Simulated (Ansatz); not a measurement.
**Phonons of TaN (P6/mmm) against volume**

Aim: how do the optical modes of TaN (P6/mmm) move with volume?

Main program and level: Ansatz 0.2.0; DFT PBEsol, scalar-relativistic, plane waves, PAW; PAW set soft_1.

Report form: the programs' logs are mostly left out.

### 1. The structure

Symmetry: P6/mmm, No. 191, hexagonal system. Conventional cell: a = 5.191 Å, b = 5.191 Å, c = 2.908 Å, α = 90.00°, β = 90.00°, γ = 120.00°. Nearest to N lie 6 Ta at 2.09 to 2.60 Å. Ta has 6 N at 2.60 Å nearest. Nearest to Ta lie 6 N at 2.09 Å. Farther neighbours and most contacts between anions are not listed.

### 2. Bringing the structure to rest

Harmonic phonons are second derivatives at a point where the forces vanish, and they are wanted at zero stress, so atoms and cell are relaxed first.

input.yaml

```yaml
crystal:
  lattice:
    - [5.191, 0.0, 0.0]
    - [-2.5955, 4.495537871, 0.0]
    - [0.0, 0.0, 2.908]
  atoms:
    - { symbol: "N", position: [0.5, 0.0, 0.0] }
    - { symbol: "N", position: [0.5, 0.5, 0.0] }
    - { symbol: "N", position: [0.0, 0.5, 0.0] }
    - { symbol: Ta, position: [0.0, 0.0, 0.0] }
    - { symbol: Ta, position: [0.33333333, 0.66666667, 0.5] }
    - { symbol: Ta, position: [0.66666667, 0.33333333, 0.5] }
kpoints:
  mp_grid: { grid: [9, 9, 12] }
hamiltonian:
  xc: pbesol
  pseudopotentials: { kind: paw, azcp: { folder: soft_1 }, xc_functional: pbe }
scf:
  occupations: { method: gaussian, width: 0.1 }
output:
  forces: true
  stress: true
  eigenvalues: true
relax:
  adjacent_minimum: "off"
  f_tol: 0.005
  max_steps: 80
  cell: { stress_tol: 0.05 }
```

Launch:

```
$ ansatz run input.yaml --threads 8 --pin off --max-ram 16384MiB --backend cpu --events-out ev --progress --plain --runs-dir out
```

Run time: 13 s. Hardware: 8 threads of Arm Neoverse N1, shared host; peak memory 0.54 GiB; 94 s of CPU time.

Step by step:

```csv
step,energy less that of the first step (eV),largest force component (eV/Å),pressure (GPa),volume (Å³)
1,0.0000,0.0000,0.74,67.86
2,0.0008,0.0000,-0.46,68.27
3,-0.0011,0.0000,0.07,68.07
4,-0.0011,0.0000,0.01,68.09
5*,-0.0015,0.0000,0.02,68.09
```

Relaxation steps marked * repeat the geometry before them on a plane-wave basis chosen anew for their cell, so energy and pressure can jump there. Relaxation step 2 was tried and not accepted.

Forces are held to the 24 operations that the run works with; a distortion that breaks them can't arise in this run.

```csv
"conventional cell, symmetrised",before,after,change
a (Å),5.191,5.204,+0.3 %
b (Å),5.191,5.204,+0.3 %
c (Å),2.908,2.903,-0.2 %
volume (Å³/atom),11.31,11.35,+0.3 %
```

Final coordinates:

```xyz
6
Lattice="5.2043 0.0000 0.0000 -2.6022 4.5071 0.0000 0.0000 0.0000 2.9028" Properties=species:S:1:pos:R:3 pbc="T T T"
N     2.6022    0.0000    0.0000
N     1.3011    2.2535    0.0000
N    -1.3011    2.2535    0.0000
Ta    0.0000    0.0000    0.0000
Ta    0.0000    3.0047    1.4514
Ta    2.6022    1.5024    1.4514
```

This step gave:

```
pressure          : 0.02180 GPa
volume per atom   : 11.35 Å³
gap on the k-mesh : 0 eV
```

In this step the volume went from 11.31 to 11.35 Å³/atom.

### 3. Tight relaxation

Phonons need small forces and stress, so the relaxation is finished with tight tolerances on 9×9×12 k points.

input.yaml, the sections that differ from step 2:

```yaml
crystal:
  lattice:
    - [5.2043245937, 0.0, 0.0]
    - [-2.6021622968, 4.5070773077, 0.0]
    - [0.0, 0.0, 2.9027753317]
  atoms:
    - { symbol: "N", position: [0.5, 0.0, 0.0] }
    - { symbol: "N", position: [0.5, 0.5, 0.0] }
    - { symbol: "N", position: [0.0, 0.5, 0.0] }
    - { symbol: Ta, position: [0.0, 0.0, 0.0] }
    - { symbol: Ta, position: [0.3333333333, 0.6666666667, 0.5] }
    - { symbol: Ta, position: [0.6666666667, 0.3333333333, 0.5] }
scf:
  occupations: { method: methfessel_paxton, width: 0.2 }
relax:
  adjacent_minimum: "off"
  f_tol: 0.001
  max_steps: 60
  cell: { stress_tol: 0.01 }
# kpoints, hamiltonian, output: as in step 2
```

It took 8.7 s on 8 threads; peak memory 0.54 GiB; 61 s of CPU time.

Little changed from the start: no atom moved by 0.005 Å and no cell edge by 0.1 %.

Numbers from this step:

| Quantity | Value |
| --- | --- |
| pressure | -0.005436 GPa |

The forces vanish by symmetry and the pressure is -0.005 GPa, within the tolerances set. The cell now holds 11.35 Å³/atom.

### 4. Modes at rest

Phonons follow from the second derivative of the energy, found here by linear response.

The modes at rest are the reference of the series.

input.yaml, the sections that differ from step 3:

```yaml
crystal:
  lattice:
    - [5.2045441177, 0.0, 0.0]
    - [-2.6022720588, 4.507267421, 0.0]
    - [0.0, 0.0, 2.9027224367]
  atoms:
    - { symbol: "N", position: [0.5, 0.0, 0.0] }
    - { symbol: "N", position: [0.5, 0.5, 0.0] }
    - { symbol: "N", position: [0.0, 0.5, 0.0] }
    - { symbol: Ta, position: [0.0, 0.0, 0.0] }
    - { symbol: Ta, position: [0.3333333333, 0.6666666667, 0.5] }
    - { symbol: Ta, position: [0.6666666667, 0.3333333333, 0.5] }
output:
  eigenvalues: true
phonons:
  method: dfpt
# kpoints, hamiltonian, scf: as in step 3
# relax: removed
```

Run time: 82 s. Hardware: 8 threads; peak memory 1.5 GiB; 9.4 min of CPU time.

Numbers from this step:

```yaml
sum_rule_residual_before_enforcement: 7.71e-5 eV/Å²
point_group: 6/mmm
highest_optical_mode_at_the_zone_centre_no_lo_to_term: 921.5 cm⁻¹
lowest_optical_zone_centre_mode: -542.8 cm⁻¹
```

Patterns of degenerate modes are one choice out of their space. The modes at Γ (shares of kinetic energy by element, %) (negative means imaginary):

```csv
mode,frequency (cm⁻¹),symmetry,N %,Ta %
1,-542.8,B1u,100,0
2,-229.6,E1u,67,33
3,-229.6,E1u,67,33
4,0.0,acoustic,7,93
5,0.0,acoustic,7,93
6,0.0,acoustic,7,93
7,114.9,A2u,1,99
8,178.9,B1g,0,100
9,183.6,E1u,29,71
10,183.6,E1u,29,71
11,233.3,E2g,0,100
12,233.3,E2g,0,100
13,596.0,A2u,92,8
14,609.5,E2u,100,0
15,609.5,E2u,100,0
16,733.2,E1u,96,4
17,733.2,E1u,96,4
18,921.5,B2u,100,0
```

Displacements in mode 1 (-542.8 cm⁻¹), the largest set to 1:
```
N1   1.00  0.00  0.00
N2  -0.50 -0.87  0.00
N3  -0.50  0.87  0.00
Ta4  0.00  0.00  0.00
Ta5  0.00  0.00  0.00
Ta6  0.00  0.00  0.00
```

Displacements in mode 17 (733.2 cm⁻¹), the largest set to 1:
```
N1   0.01  1.00  0.00
N2  -0.52  0.18  0.00
N3   0.45  0.14  0.00
Ta4  0.00 -0.01  0.00
Ta5  0.00 -0.05  0.00
Ta6  0.00 -0.05  0.00
```

Before it was imposed, the acoustic sum rule was missed by 7.7e-5 eV/Å². Small misses are needed for a sound result but don't prove that mesh and cutoff are converged. The lowest optical mode is imaginary, 542.8i cm⁻¹, so the energy falls along it.

### 5. Relaxation of a member: 1.06 times the volume at rest

The cell is set to 1.06 times the volume at rest, and shape and atoms relax at that volume.

input.yaml, the sections that differ from step 4:

```yaml
crystal:
  lattice:
    - [5.325466541, 0.0, 0.0]
    - [-2.6627332705, 4.6119893115, 0.0]
    - [0.0, 0.0, 2.9387418846]
  atoms:
    - { symbol: "N", position: [0.5, 0.0, 0.0] }
    - { symbol: "N", position: [0.5, 0.5, 0.0] }
    - { symbol: "N", position: [0.0, 0.5, 0.0] }
    - { symbol: Ta, position: [0.0, 0.0, 0.0] }
    - { symbol: Ta, position: [0.3333333333, 0.6666666667, 0.5] }
    - { symbol: Ta, position: [0.6666666667, 0.3333333333, 0.5] }
output:
  forces: true
  stress: true
  eigenvalues: true
relax:
  adjacent_minimum: "off"
  f_tol: 0.001
  max_steps: 60
  cell: { stress_tol: 0.01, fix: [volume] }
# kpoints, hamiltonian, scf: as in step 4
# phonons: removed
```

Wall time 19 s (8 threads); peak memory 0.55 GiB; 2.3 min of CPU time.

Relaxation path:

```csv
step,energy less that of the first step (eV),largest force component (eV/Å),pressure (GPa),volume (Å³)
1,0.0000,0.0000,-15.82,72.18
2,0.0006,0.0000,-15.01,72.18
3,-0.0016,0.0000,-15.45,72.18
4,-0.0016,0.0000,-15.44,72.18
5*,-0.0017,0.0000,-15.44,72.18
6,-0.0017,0.0000,-15.44,72.18
7*,-0.0016,0.0000,-15.44,72.18
```

Relaxation steps marked * repeat the geometry before them on a plane-wave basis chosen anew for their cell, so energy and pressure can jump there. Relaxation step 2 was tried and not accepted.

Forces are held to the 24 operations that the run works with; a distortion that breaks them can't arise in this run.

```csv
"conventional cell, symmetrised",before,after,change
a (Å),5.325,5.334,+0.2 %
b (Å),5.325,5.334,+0.2 %
c (Å),2.939,2.929,-0.3 %
volume (Å³/atom),12.03,12.03,-0.0 %
```

Final coordinates:

```xyz
6
Lattice="5.3345 0.0000 0.0000 -2.6672 4.6198 0.0000 0.0000 0.0000 2.9288" Properties=species:S:1:pos:R:3 pbc="T T T"
N     2.6672    0.0000    0.0000
N     1.3336    2.3099    0.0000
N    -1.3336    2.3099    0.0000
Ta    0.0000    0.0000    0.0000
Ta    0.0000    3.0799    1.4644
Ta    2.6672    1.5399    1.4644
```

Numbers from this step:

```yaml
pressure: -15.44 GPa
volume_per_atom: 12.03 Å³
```

The forces vanish by symmetry, at a pressure of -15.44 GPa.

### 6. Zone-centre modes of the member: 1.06 times the volume at rest

The zone-centre modes follow for 1.06 times the volume at rest.

input.yaml, the sections that differ from step 5:

```yaml
crystal:
  lattice:
    - [5.3344737913, 0.0, 0.0]
    - [-2.6672368956, 4.6197898191, 0.0]
    - [0.0, 0.0, 2.9288261413]
  atoms:
    - { symbol: "N", position: [0.5, 0.0, 0.0] }
    - { symbol: "N", position: [0.5, 0.5, 0.0] }
    - { symbol: "N", position: [0.0, 0.5, 0.0] }
    - { symbol: Ta, position: [0.0, 0.0, 0.0] }
    - { symbol: Ta, position: [0.3333333333, 0.6666666667, 0.5] }
    - { symbol: Ta, position: [0.6666666667, 0.3333333333, 0.5] }
output:
  eigenvalues: true
phonons:
  method: dfpt
# kpoints, hamiltonian, scf: as in step 5
# relax: removed
```

It took 84 s on 8 threads; peak memory 1.6 GiB.

Numbers from this step:

* sum-rule residual before enforcement: 3.35e-5 eV/Å²
* highest optical mode at the zone centre (no LO-TO term): 849.0 cm⁻¹
* lowest optical zone-centre mode: -499.2 cm⁻¹

Patterns of degenerate modes are one choice out of their space. The modes at Γ (shares of kinetic energy by element, %) (negative means imaginary):

```csv
mode,frequency (cm⁻¹),symmetry,N %,Ta %
1,-499.2,B1u,100,0
2,-221.8,E1u,63,37
3,-221.8,E1u,63,37
4,0.0,acoustic,7,93
5,0.0,acoustic,7,93
6,0.0,acoustic,7,93
7,105.1,A2u,1,99
8,155.2,B1g,0,100
9,180.6,E1u,33,67
10,180.6,E1u,33,67
11,214.4,E2g,0,100
12,214.4,E2g,0,100
13,527.3,A2u,92,8
14,546.2,E2u,100,0
15,546.2,E2u,100,0
16,661.5,E1u,97,3
17,661.5,E1u,97,3
18,849.0,B2u,100,0
```

The lowest optical mode is imaginary, 499.2i cm⁻¹, so the energy falls along it, and the highest lies at 849.0 cm⁻¹.

Between step 4 and this run (volume ratio 1.06) the value for the highest optical mode at the zone centre (no LO-TO term) moves from 922 cm⁻¹ to 849 cm⁻¹ (-8 %).

### 7. A member of the series: 0.9 times the volume at rest

The cell is set to 0.9 times the volume at rest, and shape and atoms relax at that volume.

input.yaml, the sections that differ from step 6:

```yaml
crystal:
  lattice:
    - [4.9850514657, 0.0, 0.0]
    - [-2.4925257329, 4.3171812085, 0.0]
    - [0.0, 0.0, 2.8475680745]
  atoms:
    - { symbol: "N", position: [0.5, 0.0, 0.0] }
    - { symbol: "N", position: [0.5, 0.5, 0.0] }
    - { symbol: "N", position: [0.0, 0.5, 0.0] }
    - { symbol: Ta, position: [0.0, 0.0, 0.0] }
    - { symbol: Ta, position: [0.3333333333, 0.6666666667, 0.5] }
    - { symbol: Ta, position: [0.6666666667, 0.3333333333, 0.5] }
output:
  forces: true
  stress: true
  eigenvalues: true
relax:
  adjacent_minimum: "off"
  f_tol: 0.001
  max_steps: 60
  cell: { stress_tol: 0.01, fix: [volume] }
# kpoints, hamiltonian, scf: as in step 6
# phonons: removed
```

Run time: 17 s. Hardware: 8 threads; peak memory 0.53 GiB.

The steps of the relaxation:

```csv
step,energy less that of the first step (eV),largest force component (eV/Å),pressure (GPa),volume (Å³)
1,0.0000,0.0000,39.84,61.28
2,-0.0024,0.0000,38.86,61.28
3,-0.0029,0.0000,39.15,61.28
4,-0.0029,0.0000,39.15,61.28
5*,-0.0029,0.0000,39.15,61.28
6,-0.0029,0.0000,39.15,61.28
7*,-0.0029,0.0000,39.15,61.28
```

Relaxation steps marked * repeat the geometry before them on a plane-wave basis chosen anew for their cell, so energy and pressure can jump there.

Forces are held to the 24 operations that the run works with; a distortion that breaks them can't arise in this run.

```csv
"conventional cell, symmetrised",before,after,change
a (Å),4.985,4.974,-0.2 %
b (Å),4.985,4.974,-0.2 %
c (Å),2.848,2.860,+0.4 %
volume (Å³/atom),10.21,10.21,-0.0 %
```

Final coordinates:

```xyz
6
Lattice="4.9741 0.0000 0.0000 -2.4871 4.3077 0.0000 0.0000 0.0000 2.8601" Properties=species:S:1:pos:R:3 pbc="T T T"
N     2.4871    0.0000    0.0000
N     1.2435    2.1539    0.0000
N    -1.2435    2.1539    0.0000
Ta    0.0000    0.0000    0.0000
Ta    0.0000    2.8718    1.4300
Ta    2.4871    1.4359    1.4300
```

This step gave:

```
pressure        : 39.15 GPa
volume per atom : 10.21 Å³
```

The forces vanish by symmetry, at a pressure of 39.15 GPa.

### 8. Zone-centre modes of the member: 0.9 times the volume at rest

The zone-centre modes follow for 0.9 times the volume at rest.

input.yaml, the sections that differ from step 7:

```yaml
crystal:
  lattice:
    - [4.9741248882, 0.0, 0.0]
    - [-2.4870624441, 4.3077185147, 0.0]
    - [0.0, 0.0, 2.8600922262]
  atoms:
    - { symbol: "N", position: [0.5, 0.0, 0.0] }
    - { symbol: "N", position: [0.5, 0.5, 0.0] }
    - { symbol: "N", position: [0.0, 0.5, 0.0] }
    - { symbol: Ta, position: [0.0, 0.0, 0.0] }
    - { symbol: Ta, position: [0.3333333333, 0.6666666667, 0.5] }
    - { symbol: Ta, position: [0.6666666667, 0.3333333333, 0.5] }
output:
  eigenvalues: true
phonons:
  method: dfpt
# kpoints, hamiltonian, scf: as in step 7
# relax: removed
```

It took 74 s on 8 threads; peak memory 1.4 GiB.

Numbers from this step:

```yaml
sum_rule_residual_before_enforcement: 3.78e-5 eV/Å²
highest_optical_mode_at_the_zone_centre_no_lo_to_term: 1054 cm⁻¹
lowest_optical_zone_centre_mode: -625.4 cm⁻¹
```

Patterns of degenerate modes are one choice out of their space. The modes at Γ (shares of kinetic energy by element, %) (negative means imaginary):

```csv
mode,frequency (cm⁻¹),symmetry,N %,Ta %
1,-625.4,B1u,100,0
2,-238.8,E1u,75,25
3,-238.8,E1u,75,25
4,0.0,acoustic,7,93
5,0.0,acoustic,7,93
6,0.0,acoustic,7,93
7,133.1,A2u,1,99
8,188.9,E1u,22,78
9,188.9,E1u,22,78
10,221.1,B1g,0,100
11,269.1,E2g,0,100
12,269.1,E2g,0,100
13,721.5,A2u,91,9
14,724.6,E2u,100,0
15,724.6,E2u,100,0
16,857.4,E1u,96,4
17,857.4,E1u,96,4
18,1053.7,B2u,100,0
```

The lowest optical mode is imaginary, 625.4i cm⁻¹, so the energy falls along it, and the highest lies at 1053.7 cm⁻¹.

Between step 4 and this run (volume ratio 0.9) the value for the highest optical mode at the zone centre (no LO-TO term) moves from 922 cm⁻¹ to 1054 cm⁻¹ (+14 %).

### 9. The series together

The members are set side by side, also those not shown above.

Each row is one cell with its response, relaxed at fixed volume as far as symmetry leaves anything free; energies are extrapolated to zero smearing, and E0 is that at rest; imaginary frequencies occur in the series; shape and atoms are relaxed in each cell where symmetry leaves them free; all runs use 9×9×12 k points and Methfessel-Paxton smearing of 0.2 eV. State of the crystal along the series:

```csv
volume ratio,V (Å³/atom),pressure (GPa),E - E0 (meV/atom),first cell vector (Å),third cell vector (Å)
0.9,10.21,39.15,126.8,4.974,2.86
0.92,10.44,29.61,78.23,5.022,2.869
0.94,10.67,21.03,42.45,5.069,2.877
0.96,10.89,13.28,18.22,5.115,2.885
0.98,11.12,6.295,4.405,5.16,2.894
0.99,11.23,3.062,1.092,5.182,2.898
1,11.35,-0.005436,0,5.205,2.903
1.02,11.58,-5.692,4.085,5.248,2.912
1.04,11.8,-10.82,15.82,5.292,2.92
1.06,12.03,-15.44,34.46,5.335,2.929
```

Each mode is tracked from rest by its pattern, and modes that stay within 0.3 cm⁻¹ of each other stand once; imaginary frequencies occur in the series; shape and atoms are relaxed in each cell where symmetry leaves them free; all runs use 9×9×12 k points and Methfessel-Paxton smearing of 0.2 eV. Optical modes along the series:

```csv
V (Å³/atom),mode 1 B1u (cm⁻¹),mode 2 E1u (cm⁻¹),mode 7 A2u (cm⁻¹),mode 8 B1g (cm⁻¹),mode 9 E1u (cm⁻¹),mode 11 E2g (cm⁻¹),mode 13 A2u (cm⁻¹),mode 14 E2u (cm⁻¹),mode 16 E1u (cm⁻¹),mode 18 B2u (cm⁻¹)
10.21,-625.4,-238.8,133.1,221.1,188.9,269.1,721.5,724.6,857.4,1054
10.44,-608.7,-239,129.3,212.4,187.4,261.2,695.1,700.5,832.1,1026
10.67,-591.7,-237.4,125.5,203.8,186.3,253.8,669.4,677,807.1,999
10.89,-574.9,-235,121.9,195.3,185.4,246.7,644.3,654,782.3,972.6
11.12,-558.6,-232.3,118.4,187.1,184.5,239.9,619.9,631.5,757.6,946.8
11.23,-550.6,-230.9,116.6,183,184.1,236.6,607.8,620.4,745.4,934.1
11.35,-542.8,-229.6,114.9,178.9,183.6,233.3,596,609.5,733.2,921.5
11.58,-527.7,-227,111.6,170.9,182.7,226.8,572.6,588,709.1,896.8
11.8,-513.1,-224.4,108.3,163,181.7,220.6,549.7,566.9,685.2,872.7
12.03,-499.2,-221.8,105.1,155.2,180.6,214.4,527.3,546.2,661.5,849
```

From cubic fits (parabolas where under five rows exist) of ln ω and P against ln V through the rows within about 4 % of rest: γ = −d ln ω / d ln V and dω/dP = γ ω / B. Slopes at rest:

```csv
mode,fitted frequency at rest (cm⁻¹),Grüneisen parameter γ,dω/dP (cm⁻¹/GPa)
mode 7 A2u,114.9,1.47,0.57
mode 8 B1g,178.9,2.26,1.35
mode 9 E1u,183.6,0.25,0.15
mode 11 E2g,233.3,1.4,1.09
mode 13 A2u,595.9,1.98,3.95
mode 14 E2u,609.5,1.78,3.64
mode 16 E1u,733.2,1.65,4.06
mode 18 B2u,921.5,1.35,4.17
```

### 10. What came out

| Quantity | Value |
| --- | --- |
| members | 10 |
| highest optical mode at the zone centre (no LO-TO term), at rest | 921.5 cm⁻¹ |
| bulk modulus at rest | 299 GPa |
| mode 13 A2u, γ | 1.98 |
| mode 14 E2u, γ | 1.78 |
| mode 16 E1u, γ | 1.65 |
| mode 18 B2u, γ | 1.35 |

**Reading.** The series spans -15.4 to 39.1 GPa, and the slope at rest gives a bulk modulus of 299 GPa. Among the modes in the table of slopes γ runs from 0.25 (mode 9 E1u) to 2.26 (mode 8 B1g). A mode is imaginary at volume ratio 0.9, 0.92, 0.94, 0.96, 0.98, 0.99, 1, 1.02, 1.04 and 1.06, where this structure is not a minimum. One k mesh and one cutoff serve the ground states and modes of all volumes. These are harmonic frequencies at zero temperature: anharmonic shifts, linewidths and thermal expansion are left out. Spin-orbit coupling is left out, which can matter for the heavy elements here. With no gap, or one that is small against the smearing, the frequencies hang on the k mesh and the smearing, most of all near Kohn anomalies. The PAW files were made for PBE; the program adapts parts of them to the functional of the run, but their partial waves stay those of PBE, an approximation that was not tested in this session. Only the zone centre was solved, so an instability at another wavevector cannot show here.

[Logs are printed without paths, hosts, clocks, repeated set-up lines and the standing remarks that a program may print on its own settings, such as how far it seeks lower states.]

[Hosts, paths, dates, database ids (printed as entryN), source tags and the programs' standing remarks are cut or masked in the printed files.]
